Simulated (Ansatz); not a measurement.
## LiZnI3 (model cell, started as cubic perovskite with Zn in the octahedra): from the cell to its phonons

The cell of LiZnI3 (model cell, started as cubic perovskite with Zn in the octahedra) is at rest. What are its phonons? After the zone centre comes a 2×2×2 q mesh on a 6×6×6 k mesh.

Calculated with Ansatz 0.2.0; DFT PBEsol, scalar-relativistic, plane waves, PAW; PAW set soft_1.

The structure was built from a prototype and need not be the compound's stable phase.

## 1. Starting point

It takes space group Pm-3m (No. 221, cubic). Conventional cell: a = 5.567 Å, b = 5.567 Å, c = 5.567 Å, α = 90.00°, β = 90.00°, γ = 90.00°. Nearest to Li lie 12 I at 3.94 Å. Zn has 6 I at 2.78 Å nearest. Nearest to I lie 2 Zn at 2.78 Å. Farther neighbours and most contacts between anions are not listed.

Coordinates:

```cif
data_structure
_symmetry_space_group_name_H-M 'Pm-3m'
_symmetry_Int_Tables_number 221
_cell_length_a 5.5672
_cell_length_b 5.5672
_cell_length_c 5.5672
_cell_angle_alpha 90.000
_cell_angle_beta 90.000
_cell_angle_gamma 90.000
_cell_volume 172.55
loop_
_atom_site_label
_atom_site_type_symbol
_atom_site_symmetry_multiplicity
_atom_site_Wyckoff_symbol
_atom_site_fract_x
_atom_site_fract_y
_atom_site_fract_z
_atom_site_occupancy
Li1 Li 1 a 0.00000 0.00000 0.00000 1
Zn1 Zn 1 b 0.50000 0.50000 0.50000 1
I1 I 3 c 0.50000 0.50000 0.00000 1
```

## 2. Zone-centre response

The cell comes from relaxations at this level that are not shown. The zone centre comes first: it holds the modes that light can see, as far as symmetry allows. No field response is asked, since the mesh shows no gap.

Contents of input.yaml:

```yaml
crystal:
  lattice:
    - [5.5671905569, 0.0, 0.0]
    - [0.0, 5.5671905569, 0.0]
    - [0.0, 0.0, 5.5671905569]
  atoms:
    - { symbol: Li, position: [0.0, 0.0, 0.0] }
    - { symbol: Zn, position: [0.5, 0.5, 0.5] }
    - { symbol: I, position: [0.5, 0.5, 0.0] }
    - { symbol: I, position: [0.5, 0.0, 0.5] }
    - { symbol: I, position: [0.0, 0.5, 0.5] }
kpoints:
  mp_grid: { grid: [6, 6, 6] }
hamiltonian:
  xc: pbesol
  pseudopotentials: { kind: paw, azcp: { folder: soft_1 }, xc_functional: pbe }
scf:
  occupations: { method: methfessel_paxton, width: 0.2 }
output:
  eigenvalues: true
phonons:
  method: dfpt
```

Run with:

```console
> ansatz run input.yaml --threads 4 --pin off --max-ram 16384MiB --backend cpu --events-out ev --progress --plain --runs-dir out
```

Numbers of over 12 decimals in the logs are rounded to 6 here.

The program printed:

```text
zone centre: on kpoints.mp_grid the ground state, and the responses unless they are solved on pairs of k-points, stand on 64 of the mesh's 216 k-points, reduced under 8 symmetry operations, with k and −k counted as one. Each operation leaves every solved displacement unchanged or reverses it
Engine: ansatz 0.2.0, aarch64-unknown-linux-gnu
Pseudopotentials: kind: paw
Pseudopotential: Li, paw, valence charge 3, recommended cutoff 420 eV (normal), soft_1/Li.paw.azcp
Pseudopotential: Zn, paw, valence charge 12, recommended cutoff 420 eV (normal), soft_1/Zn.paw.azcp
Pseudopotential: I, paw, valence charge 17, recommended cutoff 420 eV (normal), soft_1/I.paw.azcp
Functional definition: PBEsol
  exchange = pbesol_x
  correlation = pbesol_c
Crystal: 5 atoms, lattice volume = 172.547 Å³
Basis set: ecut = 420 eV, 3407 PW (Γ), exchange–correlation on 80×80×80 points (8 copies of the dense FFT grid, shifted against one another)
Bands: 40, of which v1, the nominal top of the filled ones, is band 33 counted from 1 (32 counted from 0)
Symmetry: 48 space group operations
k-points: 64 of 216 (irreducible under 8 space group operations)
Non-local potential: Li, projectors of the file, l = 0: 3, l = 1: 2, l = 2: 1
Non-local potential: Zn, projectors of the file, l = 0: 2, l = 1: 2, l = 2: 3, l = 3: 1
Non-local potential: I, projectors of the file, l = 0: 2, l = 1: 2, l = 2: 2, l = 3: 1
PAW form: soft (Blöchl's): semilocal exchange-correlation on the pseudo side does not see the compensation charge
PAW frozen core: Zn, regenerated for the run's functional, and the local potential with it (the file was generated under x = pbe(κ = 0.804, μ = 0.219515), c = pbe(β = 0.066725))
PAW frozen core: I, regenerated for the run's functional, and the local potential with it (the file was generated under x = pbe(κ = 0.804, μ = 0.219515), c = pbe(β = 0.066725))
PAW one-centre angular grid: Li, 110 points (default); XC on 64 Gauss nodes
PAW one-centre angular grid: Zn, 590 points (default); XC on 64 Gauss nodes
PAW one-centre angular grid: I, 590 points (default); XC on 64 Gauss nodes
Initial density: superposition of atomic densities (chi_scale 0.1, normalization cell, long waves kept (reshape's long-wave potential 0.01 eV rms))
Initial wavefunctions: pseudopotential atomic-orbital guess
Functional: x = pbesol(κ = 0.804, μ = 0.123457), c = pbesol(β = 0.046)
SCF iter   1: F=—  HF=-25784.329910 eV  |F-HF|=—  |Δ(HF+E_count)|=         —  Δρ=5.37e-2  dr2=3.34e0  ethr=3.10e-3  ⟨swp⟩=8.0  Hψ=12042  notcnv=0
preconditioner: auto → LDOS  [metal: Δε(μ)=0.064 eV  Ē_g=10.763 eV  σ=0.200 eV  W_gap=0.26  n_scr=32 (ndim 8)  ℏωp=16.5 eV  f_vac=0.052  D(μ)=2.59/eV (n_scr^D=18)  β→1.0]
SCF iter   2: F=—  HF=-25785.750479 eV  |F-HF|=—  |Δ(HF+E_count)|=    1.42e0  S|Δr|=    0.00e0  Δρ=9.35e-2  dr2=7.87e0  ethr=3.10e-3  ⟨swp⟩=4.2  Hψ=5945  notcnv=0  defer=105  recentre
preconditioner: auto → none  [metal: Δε(μ)=0.005 eV  Ē_g=8.672 eV  σ=0.200 eV  W_gap=0.02  n_scr=32 (ndim 8)  ℏωp=16.5 eV  f_vac=0.178  D(μ)=0.82/eV (n_scr^D=0)  β→0.5]
SCF iter   3: F=—  HF=-25783.344879 eV  |F-HF|=—  |Δ(HF+E_count)|=    2.41e0  S|Δr|=    0.00e0  Δρ=1.40e-2  dr2=1.92e-1  ethr=3.10e-3  ⟨swp⟩=3.0  Hψ=5384  notcnv=0  defer=114
SCF iter   4: F=—  HF=-25783.309466 eV  |F-HF|=—  |Δ(HF+E_count)|=   3.54e-2  S|Δr|=    0.00e0  Δρ=1.68e-3  dr2=3.32e-3  ethr=2.91e-4  ⟨swp⟩=2.0  Hψ=4173  notcnv=0  defer=111
SCF iter   5: F=—  HF=-25783.316576 eV  |F-HF|=—  |Δ(HF+E_count)|=   7.11e-3  S|Δr|=    0.00e0  Δρ=1.65e-3  dr2=2.59e-3  ethr=5.03e-6  ⟨swp⟩=2.0  Hψ=5180  notcnv=0  defer=111
SCF iter   6: F=—  HF=-25783.317152 eV  |F-HF|=—  |Δ(HF+E_count)|=   5.76e-4  S|Δr|=    0.00e0  Δρ=5.26e-4  dr2=2.54e-4  ethr=3.92e-6  ⟨swp⟩=2.0  Hψ=3179  notcnv=0  defer=111
SCF iter   7: F=—  HF=-25783.317077 eV  |F-HF|=—  |Δ(HF+E_count)|=   7.50e-5  S|Δr|=    0.00e0  Δρ=2.21e-4  dr2=4.31e-5  ethr=3.85e-7  ⟨swp⟩=3.0  Hψ=4840  notcnv=0  defer=111
SCF iter   8: F=—  HF=-25783.317066 eV  |F-HF|=—  |Δ(HF+E_count)|=   1.04e-5  S|Δr|=    0.00e0  Δρ=5.48e-5  dr2=2.73e-6  ethr=6.53e-8  ⟨swp⟩=2.0  Hψ=2801  notcnv=0  defer=111
SCF iter   9: F=—  HF=-25783.317064 eV  |F-HF|=—  |Δ(HF+E_count)|=   2.73e-6  S|Δr|=    0.00e0  Δρ=4.03e-6  dr2=1.25e-8  ethr=4.14e-9  ⟨swp⟩=2.0  Hψ=3050  notcnv=0  defer=111
SCF iter  10: F=—  HF=-25783.317064 eV  |F-HF|=—  |Δ(HF+E_count)|=   4.53e-9  S|Δr|=    0.00e0  Δρ=9.92e-7  dr2=8.02e-10  ethr=1.89e-11  ⟨swp⟩=2.1  Hψ=3572  notcnv=0  defer=111
SCF iter  11: F=-25783.317064 eV  HF=-25783.317064 eV  |F-HF|=0.00e0  |Δ(HF+E_count)|=  2.18e-10  S|Δr|=    0.00e0  Δρ=5.30e-8  dr2=4.15e-12  ethr=1.00e-12  ⟨swp⟩=14.8  Hψ=17516  notcnv=0
SCF 1 converged in 11 iterations: F = -25783.317064 eV  dr2 = 4.15e-12
  greatest PAW one-centre occupation: 0.999 electrons in one spin orbital (limit 2), on the Li atom at site 0 (counted from 0), in its partial waves of l = 0
DFPT response loops at Γ: preconditioner auto → none (partly filled bands, converged f_vac=0.185); β = 0.50; Broyden in place of MSR1
SCF converged after 11 iterations
Stability not checked: this state was not tested for a lower state beside it, because cold or Methfessel-Paxton smearing, or corrected tetrahedra, fill the levels in a way that the test cannot read (fill_not_monotonic; see scf.lower_state_search)
Free energy (F): -25783.317064 eV
Harris-Foulkes:  -25783.317064 eV  (|F-HF|=0.00e0)
Internal energy: -25783.327397 eV  (E = F + TS)
E sigma→0 (E₀):  -25783.319647 eV
Entropy (-TS):   0.010334 eV (2.067 meV/atom)
Fermi energy:    4.597404 eV
Step filling:    the computed levels leave a gap of 0.0000 eV = 0.0 smearing widths at the electron count; against every level under it full and every level over it empty, smearing changes F+E_penalty+E_count by -0.616 meV and its σ→0 estimate by -3.199 meV
--- Per-component energies (eV) ---
  E_band       = -1288.198469
  E_kinetic    = 639.951848
  E_local      = -10081.337364  (includes V_loc(G=0)·N_el)
  E_nonlocal   = 1156.552772
  E_hartree    = 4407.557970
  E_xc         = -406.897135
  E_vxc        = -393.870855  (∫ρ·V_xc dr)
  E_paw        = -15995.067147  (= ΣΔE_a)
  E_vpaw       = -1424.603307  (= ΣTr[D̂ρ^β])
  E_aug_tail   = -0.007348  (compensation charges beyond the density's cutoff)
  E_ewald      = -5506.114756
  E_core_change = 2.033763  (= ΣΔE_core)
  E_smearing   = 0.010334  (= −TS)
  E_closure    = 0.000000  (closes the sum)
  Σ components = -25783.317064   (vs F -25783.317064, Δ=0.00e0)
--- Band table (eV; the first three rows and the last of 64) ---
  k-point 0: bands = [... 29 lower, 3.5454, 3.5574, 3.8946, 3.8946, 3.8946, 6.7995, 9.9800, 9.9800, ... 3 higher]
  k-point 1: bands = [... 29 lower, 3.4542, 3.4620, 3.8294, 3.8294, 4.5610, 7.1818, 9.7294, 10.2065, ... 3 higher]
  k-point 2: bands = [... 29 lower, 3.1740, 3.3073, 3.7950, 3.7950, 5.7894, 7.9540, 9.0257, 10.0031, ... 3 higher]
  k-point 63: bands = [... 29 lower, 4.2202, 4.6050, 4.6050, 4.6050, 6.8220, 8.5023, 8.5023, 8.5023, ... 3 higher]
--- Phonons (Γ-DFPT): 4 representative perturbations + reference, on 64 of 216 k-points (Σ response iterations 15) ---
  k mesh reduced under 8 symmetry operations, with k and −k counted as one. Each operation leaves every solved displacement unchanged or reverses it
  ASR residual: 6.118e-5 → 0.000e0 eV/Å²; symmetrization residual: 8.838e-6 eV/Å²
  ASR residual per site (eV/Å²): 4.18e-6 5.93e-5 6.12e-5 6.12e-5 6.12e-5
  Γ frequencies (cm⁻¹): -170.64 -170.64 -170.64 -27.15 -27.15 -27.15 -16.89 -16.89 -16.89 0.00 0.00 0.00 111.71 111.71 111.71
  non-analytic LO–TO correction: not included (Born effective charges unavailable; polar crystals: no LO–TO splitting at Γ)
```

The job ended after 64 s (4 threads of Arm Neoverse V1, shared host; peak memory 1.6 GiB; 4.1 min of CPU time).

The column dr2 measures how far the density is from self-consistency, as an energy; F and HF (Harris–Foulkes) agree once it is small.

This step gave:

| Item | Value |
| --- | --- |
| volume per atom | 34.51 Å³ |
| gap on the k-mesh | 0 eV |
| sum-rule residual before enforcement | 6.12e-5 eV/Å² |
| point group | m-3m |
| highest optical mode at the zone centre (no LO-TO term) | 111.7 cm⁻¹ |
| lowest optical zone-centre mode | -170.6 cm⁻¹ |

Patterns of degenerate modes are one choice out of their space. The modes at Γ (shares of kinetic energy by element, %) (negative means imaginary):

```csv
mode,frequency (cm⁻¹),symmetry,Li %,Zn %,I %
1,-170.6,T1u,97,0,3
2,-170.6,T1u,97,0,3
3,-170.6,T1u,97,0,3
4,-27.1,T2u,0,0,100
5,-27.1,T2u,0,0,100
6,-27.1,T2u,0,0,100
7,-16.9,T1u,2,65,33
8,-16.9,T1u,2,65,33
9,-16.9,T1u,2,65,33
10,0.0,acoustic,2,14,84
11,0.0,acoustic,2,14,84
12,0.0,acoustic,2,14,84
13,111.7,T1u,0,20,79
14,111.7,T1u,0,20,79
15,111.7,T1u,0,20,79
```

Displacements in mode 2 (-170.6 cm⁻¹), the largest set to 1:
```
Li1  0.00 -0.10  1.00
Zn2  0.00  0.00  0.01
I3   0.00  0.00  0.00
I4   0.00  0.00 -0.03
I5   0.00  0.00 -0.03
```

Displacements in mode 9 (-16.9 cm⁻¹), the largest set to 1:
```
Li1  0.00 -0.48  0.20
Zn2 -0.01  1.00 -0.41
I3   0.00 -0.34 -0.08
I4   0.00  0.19  0.14
I5   0.00 -0.34  0.14
```

Before it was imposed, the acoustic sum rule was missed by 6.1e-5 eV/Å². Small misses are needed for a sound result but don't prove that mesh and cutoff are converged. The lowest optical mode is imaginary, 170.6i cm⁻¹, so the energy falls along it.

## 3. The dispersion

Stability and thermal properties need the whole zone. Linear response on a 2×2×2 q mesh gives force constants as far as a supercell of that size would.

input.yaml: that of step 2 with these lines changed.

```diff
@@ -22 +22,8 @@
   method: dfpt
+  qmesh: [2, 2, 2]
+  temperatures: { t_max: 1000, t_step: 50 }
+  qpath:
+    path:
+      - [[0.0, 0.0, 0.0], [0.0, 0.5, 0.0], [0.5, 0.5, 0.0], [0.0, 0.0, 0.0], [0.5, 0.5, 0.5], [0.0, 0.5, 0.0]]
+      - [[0.5, 0.5, 0.5], [0.5, 0.5, 0.0]]
+    npoints: 10
```

The program printed:

```text
[...]
Crystal: 5 atoms, lattice volume = 172.547 Å³
Basis set: ecut = 420 eV, 3407 PW (Γ), exchange–correlation on 80×80×80 points (8 copies of the dense FFT grid, shifted against one another)
Bands: 40, of which v1, the nominal top of the filled ones, is band 33 counted from 1 (32 counted from 0)
Symmetry: 48 space group operations
k-points: 20 of 216
[...]
SCF iter   1: F=—  HF=-25784.330012 eV  |F-HF|=—  |Δ(HF+E_count)|=         —  Δρ=5.37e-2  dr2=3.34e0  ethr=3.10e-3  ⟨swp⟩=8.1  Hψ=3713  notcnv=0
[...]
SCF iter  11: F=-25783.317064 eV  HF=-25783.317064 eV  |F-HF|=0.00e0  |Δ(HF+E_count)|=  2.18e-10  S|Δr|=    0.00e0  Δρ=5.62e-8  dr2=4.27e-12  ethr=1.00e-12  ⟨swp⟩=14.7  Hψ=5354  notcnv=0
SCF 1 converged in 11 iterations: F = -25783.317064 eV  dr2 = 4.27e-12
[...]
iter 1 solved again at ethr=3.66e-7 eV; its pass at ethr=3.10e-3 eV (dr2=2.41e-4 eV) is discarded
SCF iter   1: F=—  HF=-25783.317067 eV  |F-HF|=—  |Δ(HF+E_count)|=         —  Δρ=2.11e-6  dr2=4.23e-9  ethr=3.66e-7  ⟨swp⟩=3.4  Hψ=5778  notcnv=0
eigensolver tolerance schedule: the retry pair's looser diagonalisation over-reported the residual by 57024.40 of it (diagonalisation noise at an unbounded share of the residual, at the tolerance the schedule requests for it); recorded, not acted on — ethr = c·dr2/N_el stays at c = 1.0e-1
[...]
SCF iter   2: F=—  HF=-25783.317064 eV  |F-HF|=—  |Δ(HF+E_count)|=   3.18e-6  S|Δr|=    0.00e0  Δρ=2.60e-6  dr2=6.18e-9  ethr=6.41e-12  ⟨swp⟩=4.0  Hψ=2320  notcnv=0
[...]
SCF iter   8: F=-25783.317064 eV  HF=-25783.317064 eV  |F-HF|=7.28e-12  |Δ(HF+E_count)|=  1.82e-11  S|Δr|=    0.00e0  Δρ=6.59e-8  dr2=3.99e-12  ethr=1.00e-12  ⟨swp⟩=5.0  Hψ=2389  notcnv=0
SCF 2 converged in 8 iterations: F = -25783.317064 eV  dr2 = 3.99e-12
phonons: the bands overlap, so this run is a metal and interpolates without the dipole-dipole term. If the crystal is really an insulator or semiconductor, its LO-TO splitting is missing
NSCF: frozen V_eff on 20 k-points
[...]
DFPT response loops at q = (0, 0, 0) (fractional): preconditioner auto → none (partly filled bands, converged f_vac=0.185); β = 0.50; Broyden in place of MSR1
[...]
SCF converged after 11 iterations
[...]
Free energy (F): -25783.317064 eV
[...]
Internal energy: -25783.327397 eV  (E = F + TS)
E sigma→0 (E₀):  -25783.319647 eV
Entropy (-TS):   0.010334 eV (2.067 meV/atom)
Fermi energy:    4.597404 eV
[...]
--- Band table (eV; the first three rows and the last of 20) ---
  k-point 0: bands = [... 29 lower, 3.5454, 3.5574, 3.8946, 3.8946, 3.8946, 6.7995, 9.9800, 9.9800, ... 3 higher]
  k-point 1: bands = [... 29 lower, 3.4542, 3.4620, 3.8294, 3.8294, 4.5610, 7.1818, 9.7294, 10.2065, ... 3 higher]
  k-point 2: bands = [... 29 lower, 3.1740, 3.3073, 3.7950, 3.7950, 5.7894, 7.9540, 9.0257, 10.0031, ... 3 higher]
  k-point 19: bands = [... 29 lower, 4.2202, 4.6050, 4.6050, 4.6050, 6.8220, 8.5023, 8.5023, 8.5023, ... 3 higher]
--- Phonons (Γ-DFPT): 4 representative perturbations + reference (Σ response iterations 15) ---
  ASR residual: 7.040e-5 → 0.000e0 eV/Å²; symmetrization residual: 8.932e-6 eV/Å²
  ASR residual per site (eV/Å²): 3.60e-6 7.04e-5 6.55e-5 6.55e-5 6.55e-5
[...]
--- Phonons (arbitrary-q DFPT): 4 irreducible q on the 2×2×2 mesh ---
  q = [0.0000, 0.0000, 0.0000] (star 1, of the zone-centre solve; hermiticity 4.55e-6, symmetrization 3.41e-11): -170.64 -170.64 -170.64 -27.15 -27.15 -27.15 -16.89 -16.89 -16.89 -0.00 0.00 0.00 111.71 111.71 111.71
  q = [0.0000, 0.0000, -0.5000] (star 3, 9 solved perturbations in 504 linear systems a pass and spin channel, the states on 64 of 216 k-point pairs; hermiticity 3.00e-6, symmetrization 2.62e-11): -161.87 -161.87 -106.10 -31.57 -30.41 -30.41 23.03 23.03 24.11 24.11 28.34 111.82 111.82 112.69 124.68
[...]
sum rule: each row above includes the acoustic sum rule's correction from the zone centre's row sums; it moved no ω² by more than (0.54 cm⁻¹)²
  mesh force constants: q→R imaginary residual 4.35e-18; ASR residual 7.040e-5 → 0.000e0 eV/Å²; symmetrization residual 6.217e-15 eV/Å²
  interpolated dispersion: 62 rows × 15 modes
  density of states and harmonic sums: on the 12×12×12 q-mesh, interpolated from the force constants of a 2×2×2 supercell (no non-analytic term)
  largest difference from the sums on the solved wave vectors: F 2.23e-1 eV, S 3.11e-4 and C_V 8.78e-5 eV/K
  zero-point energy: 0.040588 eV/cell   skipped modes (ω ≤ 0): 555, of them read as no rigid motion or as one in doubt: 552 (6.354e0 modes/cell left out, lowest -170.64 cm⁻¹)   left out of the sums: 4.24e-1 of the cell's modes: C_V's classical limit lies that fraction below 3 k_B per atom; for a crystal, a wire or a layer, F and S can be off by more, and a phonons.interpolated_qmesh denser along its periods is the remedy for the sampling
```

The job ended after 5.2 min (4 threads; peak memory 1.5 GiB; 20 min of CPU time).

Numbers from this step:

```
sum-rule residual before enforcement                    : 7.04e-5 eV/Å²
lowest frequency on the path                            : -170.6 cm⁻¹
highest frequency on the path or at a solved wavevector : 144.3 cm⁻¹
lowest mode on the q mesh (acoustic modes at Γ apart)   : -170.6 cm⁻¹
```

Frequencies (cm⁻¹) solved at each irreducible wavevector; negative means imaginary. Frequencies by wavevector, by row:

```csv
q in reciprocal lattice units,star,mode 1,mode 2,mode 3,mode 4,mode 13,mode 14,mode 15
0 0 0,1,-170.6,-170.6,-170.6,-27.1,111.7,111.7,111.7
0 0 -0.5,3,-161.9,-161.9,-106.1,-31.6,111.8,112.7,124.7
0 -0.5 -0.5,3,-149.2,-149.2,-149.2,-65.5,129.4,133.8,133.8
-0.5 -0.5 -0.5,1,-169.3,-169.3,-169.3,-65.6,136.2,136.2,143.8
```

Interpolated from a 2×2×2 q mesh. The phonon branches at the labelled points (cm⁻¹):

```csv
point,branch 1,branch 2,branch 3,branch 4,branch 12,branch 13,branch 14,branch 15
Γ,-171,-171,-171,-27,0,112,112,112
halfway,-166,-166,-142,-29,80,112,112,117
X,-162,-162,-106,-32,112,112,113,125
halfway,-156,-156,-131,-54,100,113,129,130
M,-149,-149,-149,-65,114,130,134,134
halfway,-161,-151,-147,-47,88,107,112,127
Γ,-171,-171,-171,-27,0,112,112,112
halfway,-154,-154,-152,-50,95,107,107,137
R,-169,-169,-169,-66,136,136,136,144
halfway,-158,-157,-146,-57,102,107,132,140
X,-162,-162,-106,-32,112,112,113,125
jump to R,-169,-169,-169,-66,136,136,136,144
halfway,-160,-159,-159,-66,105,135,135,142
M,-149,-149,-149,-65,114,130,134,134
```

Tetrahedra on a 12×12×12 mesh, mean over bins of 5 cm-1. Interpolated from a 2×2×2 q mesh. Table of phonon density of states by wavenumber; read off at these points:

```csv
wavenumber (cm⁻¹),phonon density of states (1/cm⁻¹/cell)
-172,3.4e-4
-162,0.0978
-158,0.211
-152,0.114
-138,0.0219
-128,0.0108
-118,0.00475
-108,2.9e-4
-98,0
-88,0
-72,0
-62,0.0569
-52,0.0590
-42,0.0610
-32,0.0800
-28,0.114
-22,0.0499
-8,0.0118
2,0.0210
12,0.0389
22,0.0579
32,0.0861
42,0.0801
58,0.120
68,0.0178
78,0.0045
88,0.0160
98,0.0423
108,0.110
112,0.117
122,0.0682
132,0.108
142,0.0345
```

The partial phonon density of states has structure finer than the step of the table below, so its rows give means over 10 cm⁻¹, whole bins alone (the curve runs from -181 to 158 cm⁻¹). Peaks (cm⁻¹: height): I -54.8: 0.0642, -46.3: 0.0724, -31.4: 0.101, 60.3: 0.102, 109.4: 0.0754, 132.8: 0.0399; Li -157.2: 0.184; Zn 41.1: 0.0333, 62.4: 0.0336, 109.4: 0.0678, 124.3: 0.0634, 132.8: 0.0626.

Phonopy on the run's constants, 11x11x11 mesh, Gaussian sigma 2.4 cm-1. Interpolated from a 2×2×2 q mesh. Partial phonon density of states against wavenumber; means over each step; values in 1/cm⁻¹/cell:

```csv
wavenumber (cm⁻¹),I,Li,Zn
-170,6.9e-4,0.0205,3.6e-5
-160,0.00435,0.134,6.8e-4
-150,0.00332,0.0846,0.00117
-140,0.00138,0.0272,6.1e-4
-130,6.9e-4,0.0116,3.2e-4
-120,3.6e-4,0.00610,1.4e-4
-110,1.2e-4,0.00212,3.5e-5
-100,3.3e-6,7.3e-5,0
-90,0,0,0
-80,6.0e-7,0,0
-70,0.00770,2.1e-6,0
-60,0.0531,6.1e-5,1.0e-6
-50,0.0594,1.8e-4,1.7e-5
-40,0.0598,2.8e-4,1.4e-4
-30,0.0894,5.1e-4,0.00148
-20,0.0352,2.8e-4,0.00186
-10,0.0161,2.7e-4,0.00252
0,0.0121,1.9e-4,0.00102
10,0.0259,4.4e-4,0.00223
20,0.0490,8.2e-4,0.00784
30,0.0570,8.2e-4,0.0184
40,0.0624,0.00136,0.0272
50,0.0743,0.00168,0.00599
60,0.0868,0.00347,0.0215
70,0.0134,7.8e-4,0.00646
80,0.00314,6.7e-5,0.00393
90,0.0130,1.5e-4,0.0135
100,0.0210,2.5e-4,0.0210
110,0.0584,3.2e-4,0.0482
120,0.0228,6.3e-4,0.0444
130,0.0343,0.00106,0.0567
140,0.0316,2.8e-4,0.0123
150,0.00329,6.9e-6,3.3e-4
```

Symmetry leaves 4 wavevectors to solve. The lowest mode among them, the acoustic zeros apart, lies at Γ and is imaginary, 170.6i cm⁻¹, so the energy falls along it.

## 4. Results

```
space group (within 0.01 Å)                             : Pm-3m
volume per atom                                         : 34.5 Å³
electronic character                                    : no gap on this mesh
highest optical mode at the zone centre (no LO-TO term) : 112 cm⁻¹
lowest optical zone-centre mode                         : -171 cm⁻¹
lowest mode on the q mesh (acoustic modes at Γ apart)   : -171 cm⁻¹
highest frequency on the path or at a solved wavevector : 144 cm⁻¹
imaginary modes on the 2×2×2 q mesh                     : yes
```

What this shows: Modes are clearly imaginary (beyond 10i cm⁻¹) at 4 of the 4 irreducible wavevectors, most at Γ (170.6i cm⁻¹), so this structure is not a minimum of the energy. The optical modes at Γ span -171 to 112 cm⁻¹ (negative means imaginary). The highest mode in this list at Γ, 111.7 cm⁻¹, is mostly motion of I (79 % of the kinetic energy). With no gap, or one that is small against the smearing, the frequencies hang on the k mesh and the smearing, most of all near Kohn anomalies. Spin-orbit coupling is left out, which can matter for the heavy elements here. The PAW files were made for PBE and serve the other functionals too. The starting cell was built on a prototype and not taken from a measurement, so the phase need not exist. These are harmonic frequencies at zero temperature: anharmonic shifts, linewidths and thermal expansion are left out.

[Logs are printed without paths, hosts, clocks, repeated set-up lines and the standing remarks that a program may print on its own settings, such as how far it seeks lower states.]

[Hosts, paths, dates, database ids (printed as entryN), source tags and the programs' standing remarks are cut or masked in the printed files.]
